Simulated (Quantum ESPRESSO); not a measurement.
# Magnetic state of ScFeGe from several starts

Aim: find out which collinear order of ScFeGe costs least.

Calculated with Quantum ESPRESSO 7.5; PBEsol; plane waves with GBRV 1.5 PBEsol potentials, no spin-orbit coupling.

### Step 1. Set-up

The structure is hexagonal, space group P-62m (No. 189). Conventional cell: a = 6.585 Å, b = 6.585 Å, c = 3.952 Å, α = 90.00°, β = 90.00°, γ = 120.00°. Nearest to Sc lie 5 Ge at 2.74 to 2.80 Å and 6 Fe at 3.06 to 3.09 Å. Fe has 4 Ge at 2.49 to 2.61 Å and 2 Fe at 2.62 Å and 6 Sc at 3.06 to 3.09 Å nearest. Ge has 6 Fe at 2.49 Å and 3 Sc at 2.74 Å nearest. Ge has 3 Fe at 2.61 Å and 6 Sc at 2.80 Å nearest. Farther neighbours are not listed.

Structure file:

```cif
data_structure
_symmetry_space_group_name_H-M 'P 1'
_symmetry_Int_Tables_number 1
_cell_length_a 6.5852
_cell_length_b 6.5852
_cell_length_c 3.9517
_cell_angle_alpha 90.000
_cell_angle_beta 90.000
_cell_angle_gamma 120.000
_cell_volume 148.41
loop_
_atom_site_label
_atom_site_type_symbol
_atom_site_fract_x
_atom_site_fract_y
_atom_site_fract_z
_atom_site_occupancy
Sc1 Sc 0.58397 0.00000 0.50000 1
Sc2 Sc 0.41603 0.41603 0.50000 1
Sc3 Sc 0.00000 0.58397 0.50000 1
Fe4 Fe 0.22949 0.00000 0.00000 1
Fe5 Fe 0.77051 0.77051 0.00000 1
Fe6 Fe 0.00000 0.22949 0.00000 1
Ge7 Ge 0.00000 0.00000 0.50000 1
Ge8 Ge 0.33333 0.66667 0.00000 1
Ge9 Ge 0.66667 0.33333 0.00000 1
```

The cell comes from Materials Project 2023-11-01, a database of computed structures, and need not be the stable phase.

### Step 2. Run 1, typed as ferro +++

The signs are those of the starting moments on the seeded atoms, the atoms that are given a moment.

Contents of pw.in:

```
&CONTROL
  calculation = 'scf'
  prefix = 'pwscf'
  outdir = './tmp'
  pseudo_dir = './pseudo'
  disk_io = 'nowf'
/
&SYSTEM
  ibrav = 0
  celldm(1) = 8
  nat = 9
  ntyp = 3
  ecutwfc = 40
  ecutrho = 280
  nbnd = 81
  occupations = 'smearing'
  smearing = 'fd'
  degauss = 0.00734986
  nspin = 2
  starting_magnetization(1) = 0
  starting_magnetization(2) = 0.175
  starting_magnetization(3) = 0
/
&ELECTRONS
  conv_thr = 1.8d-08
  electron_maxstep = 150
  mixing_beta = 0.3
/
ATOMIC_SPECIES
Sc     44.9559 sc_pbesol_v1.uspp.F.UPF
Fe     55.8450 fe_pbesol_v1.5.uspp.F.UPF
Ge     72.6300 ge_pbesol_v1.4.uspp.F.UPF
CELL_PARAMETERS alat
   1.5555282480095    0.0000000000000    0.0000000000000
  -0.7777641240166    1.3471269790862    0.0000000000000
   0.0000000000000    0.0000000000000    0.9334477771768
ATOMIC_POSITIONS crystal
Sc      0.5839691600    0.0000000000    0.5000000000
Sc      0.4160308400    0.4160308400    0.5000000000
Sc      0.0000000000    0.5839691600    0.5000000000
Fe      0.2294909900    0.0000000000    0.0000000000
Fe      0.7705090100    0.7705090100    0.0000000000
Fe      0.0000000000    0.2294909900    0.0000000000
Ge      0.0000000000    0.0000000000    0.5000000000
Ge      0.3333333300    0.6666666700    0.0000000000
Ge      0.6666666700    0.3333333300    0.0000000000
K_POINTS automatic
6 6 6 0 0 0
```

Run with:

```console
OMP_NUM_THREADS=1 mpirun -n 4 pw.x -nk 4 -in pw.in > pw.out
```

Output:

```text
Program PWSCF v.7.5 starts

     Message from routine setup:
     using ibrav=0 with symmetry is DISCOURAGED, use correct ibrav instead

     K-points division:     npool     =       4
     Subspace diagonalization in iterative solution of the eigenvalue problem:

     G-vector sticks info
     --------------------
     sticks:   dense  smooth     PW     G-vecs:    dense   smooth      PW
     Sum        3001    1711    499                79215    34141    5459

     Using Slab Decomposition

     bravais-lattice index     =            0
     lattice parameter (alat)  =       8.0000  a.u.
     unit-cell volume          =    1001.4896 (a.u.)^3
     number of atoms/cell      =            9
     number of atomic types    =            3
     number of electrons       =       123.00
     number of Kohn-Sham states=           81
     kinetic-energy cutoff     =      40.0000  Ry
     charge density cutoff     =     280.0000  Ry
     scf convergence threshold =      1.8E-08
     mixing beta               =       0.3000
     number of iterations used =            8  plain     mixing
     Exchange-correlation= SLA  PW   PSX  PSC
                           (   1   4  10   8   0   0   0)

     celldm(1)=   8.000000  celldm(2)=   0.000000  celldm(3)=   0.000000
     celldm(4)=   0.000000  celldm(5)=   0.000000  celldm(6)=   0.000000

     crystal axes: (cart. coord. in units of alat)
               a(1) = (   1.555528   0.000000   0.000000 )
               a(2) = (  -0.777764   1.347127   0.000000 )
               a(3) = (   0.000000   0.000000   0.933448 )

     reciprocal axes: (cart. coord. in units 2 pi/alat)
               b(1) = (  0.642868  0.371160 -0.000000 )
               b(2) = (  0.000000  0.742321  0.000000 )
               b(3) = (  0.000000 -0.000000  1.071297 )

     PseudoPot. # 1 for Sc read from file:
     sc_pbesol_v1.uspp.F.UPF
     Pseudo is Ultrasoft + core correction, Zval = 11.0
     Generated by new atomic code, or converted to UPF format
     Using radial grid of  849 points,  6 beta functions with:
                l(1) =   0
                l(2) =   0
                l(3) =   1
                l(4) =   1
                l(5) =   2
                l(6) =   2
     Q(r) pseudized with  6 coefficients,  rinner =    1.200   1.200   1.200
                                                       1.200   1.200

     PseudoPot. # 2 for Fe read from file:
     fe_pbesol_v1.5.uspp.F.UPF
     Pseudo is Ultrasoft + core correction, Zval = 16.0
     Generated by new atomic code, or converted to UPF format
     Using radial grid of  861 points,  6 beta functions with:
                l(1) =   0
                l(2) =   0
                l(3) =   1
                l(4) =   1
                l(5) =   2
                l(6) =   2
     Q(r) pseudized with  8 coefficients,  rinner =    1.000   1.000   1.000
                                                       1.000   1.000

     PseudoPot. # 3 for Ge read from file:
     ge_pbesol_v1.4.uspp.F.UPF
     Pseudo is Ultrasoft + core correction, Zval = 14.0
     Generated by new atomic code, or converted to UPF format
     Using radial grid of  873 points,  6 beta functions with:
                l(1) =   0
                l(2) =   0
                l(3) =   1
                l(4) =   1
                l(5) =   2
                l(6) =   2
     Q(r) pseudized with  8 coefficients,  rinner =    1.400   1.400   1.400
                                                       1.400   1.400

     atomic species   valence    mass     pseudopotential
     Sc               11.00    44.95590     Sc( 1.00)
     Fe               16.00    55.84500     Fe( 1.00)
     Ge               14.00    72.63000     Ge( 1.00)

     Starting magnetic structure
     atomic species   magnetization
     Sc              0.000
     Fe              0.175
     Ge              0.000

     12 Sym. Ops. (no inversion) found

   Cartesian axes

     site n.     atom                  positions (alat units)
         1        Sc     tau(   1) = (   0.9083805   0.0000000   0.4667239  )
         2        Sc     tau(   2) = (   0.3235739   0.5604464   0.4667239  )
         3        Sc     tau(   3) = (  -0.4541903   0.7866806   0.4667239  )
         4        Fe     tau(   4) = (   0.3569797   0.0000000   0.0000000  )
         5        Fe     tau(   5) = (   0.5992743   1.0379735   0.0000000  )
         6        Fe     tau(   6) = (  -0.1784899   0.3091535   0.0000000  )
         7        Ge     tau(   7) = (   0.0000000   0.0000000   0.4667239  )
         8        Ge     tau(   8) = (  -0.0000000   0.8980847   0.0000000  )
         9        Ge     tau(   9) = (   0.7777641   0.4490423   0.0000000  )

     number of k points=    28  Fermi-Dirac smearing, width (Ry)=  0.0073
                       cart. coord. in units 2pi/alat
        k(    1) = (   0.0000000   0.0000000   0.0000000), wk =   0.0046296
        k(    2) = (   0.0000000   0.0000000   0.1785495), wk =   0.0092593
        k(    3) = (   0.0000000   0.0000000   0.3570991), wk =   0.0092593
        k(    4) = (   0.0000000   0.0000000  -0.5356486), wk =   0.0046296
        k(    5) = (   0.0000000   0.1237201   0.0000000), wk =   0.0277778
        [... 23 further k-points ...]

     Dense  grid:    79215 G-vectors     FFT dimensions: (  72,  72,  40)

     Smooth grid:    34141 G-vectors     FFT dimensions: (  54,  54,  32)

     Check: negative core charge=   -0.000023
     Generating pointlists ...
     new r_m :   0.2669 (alat units)  2.1356 (a.u.) for type    1
     new r_m :   0.2424 (alat units)  1.9391 (a.u.) for type    2
     new r_m :   0.2424 (alat units)  1.9391 (a.u.) for type    3

     Initial potential from superposition of free atoms

     starting charge     119.9908, renormalised to     123.0000
     Starting wfcs are  105 randomized atomic wfcs

     Self-consistent Calculation

     iteration #  1     ecut=    40.00 Ry     beta= 0.30
     Davidson diagonalization with overlap
     ethr =  1.00E-02,  avg # of iterations =  2.0

     total energy              =   -1666.27047212 Ry
     estimated scf accuracy    <      18.98370122 Ry

     total magnetization       =     1.55 Bohr mag/cell
     absolute magnetization    =     2.25 Bohr mag/cell

     iteration #  2     ecut=    40.00 Ry     beta= 0.30
     Davidson diagonalization with overlap
     ethr =  1.00E-02,  avg # of iterations =  4.5

     total energy              =   -1665.97610429 Ry
     estimated scf accuracy    <     130.77253695 Ry

     total magnetization       =     0.30 Bohr mag/cell
     absolute magnetization    =     0.65 Bohr mag/cell

     iteration #  3     ecut=    40.00 Ry     beta= 0.30
     Davidson diagonalization with overlap
     ethr =  1.00E-02,  avg # of iterations =  4.3

     total energy              =   -1673.30709809 Ry
     estimated scf accuracy    <       1.82797141 Ry

     total magnetization       =     4.94 Bohr mag/cell
     absolute magnetization    =     5.86 Bohr mag/cell

     [... further iterations left out ...]

     iteration # 14     ecut=    40.00 Ry     beta= 0.30
     Davidson diagonalization with overlap
     ethr =  1.35E-08,  avg # of iterations =  3.6

     total energy              =   -1673.28463460 Ry
     estimated scf accuracy    <       0.00000592 Ry

     total magnetization       =     6.04 Bohr mag/cell
     absolute magnetization    =     7.71 Bohr mag/cell

     iteration # 15     ecut=    40.00 Ry     beta= 0.30
     Davidson diagonalization with overlap
     ethr =  4.81E-09,  avg # of iterations =  4.0

     total energy              =   -1673.28464051 Ry
     estimated scf accuracy    <       0.00000487 Ry

     total magnetization       =     6.08 Bohr mag/cell
     absolute magnetization    =     7.75 Bohr mag/cell

     iteration # 16     ecut=    40.00 Ry     beta= 0.30
     Davidson diagonalization with overlap
     ethr =  3.96E-09,  avg # of iterations =  3.8

     total energy              =   -1673.28465097 Ry
     estimated scf accuracy    <       0.00000144 Ry

     total magnetization       =     6.05 Bohr mag/cell
     absolute magnetization    =     7.71 Bohr mag/cell

     iteration # 17     ecut=    40.00 Ry     beta= 0.30
     Davidson diagonalization with overlap
     ethr =  1.17E-09,  avg # of iterations =  2.8

     Magnetic moment per site  (integrated on atomic sphere of radius R)
     atom   1 (R=0.267)  charge=  9.0623  magn= -0.1009
     atom   2 (R=0.267)  charge=  9.0623  magn= -0.1009
     atom   3 (R=0.267)  charge=  9.0623  magn= -0.1009
     atom   4 (R=0.242)  charge= 14.3524  magn=  2.2017
     atom   5 (R=0.242)  charge= 14.3524  magn=  2.2017
     atom   6 (R=0.242)  charge= 14.3524  magn=  2.2017
     atom   7 (R=0.242)  charge= 12.0116  magn= -0.0389
     atom   8 (R=0.242)  charge= 11.9768  magn= -0.0189
     atom   9 (R=0.242)  charge= 11.9768  magn= -0.0189

     End of self-consistent calculation

     [... lines left out ...]
     the Fermi energy is    12.8619 ev

!    total energy              =   -1673.28465220 Ry
     estimated scf accuracy    <       0.00000001 Ry
     smearing contrib. (-TS)   =      -0.02089249 Ry
     internal energy E=F+TS    =   -1673.26375971 Ry

     The total energy is F=E-TS. E is the sum of the following terms:
     one-electron contribution =    -920.49655469 Ry
     hartree contribution      =     535.86432822 Ry
     xc contribution           =    -299.50023782 Ry
     ewald contribution        =    -989.13129542 Ry

     total magnetization       =     6.06 Bohr mag/cell
     absolute magnetization    =     7.72 Bohr mag/cell

     convergence has been achieved in  17 iterations

=------------------------------------------------------------------------------=
   JOB DONE.
=------------------------------------------------------------------------------=
```

Run time: 3.1 min. Hardware: 4 MPI ranks of Arm Neoverse V2, shared host; peak memory 0.97 GiB.

Spin moment in the atom's sphere by atom:

```tsv
atom	spin moment in the atom's sphere (μB)
Sc1	-0.10
Sc2	-0.10
Sc3	-0.10
Fe4	2.20
Fe5	2.20
Fe6	2.20
Ge7	-0.04
Ge8	-0.02
Ge9	-0.02
```

Read from the output:

```
smearing term TS       : 0.2843 eV
magnetization          : 6.059 μB
absolute magnetization : 7.723 μB
final state            : ferromagnetic
```

[end of part 1 of 2]

[Logs and program files are shortened in this print: banners, set-up blocks, solver, clock and traceback lines can be left out without a mark of their own.]

[Logs are printed without paths, hosts, clocks, repeated set-up lines and the standing remarks that a program may print on its own settings, such as how far it seeks lower states.]

[Hosts, paths, dates, database ids (printed as entryN), source tags and the programs' standing remarks are cut or masked in the printed files.]

[Where a cell is said to come from a database of computed structures, the database is the Materials Project.]
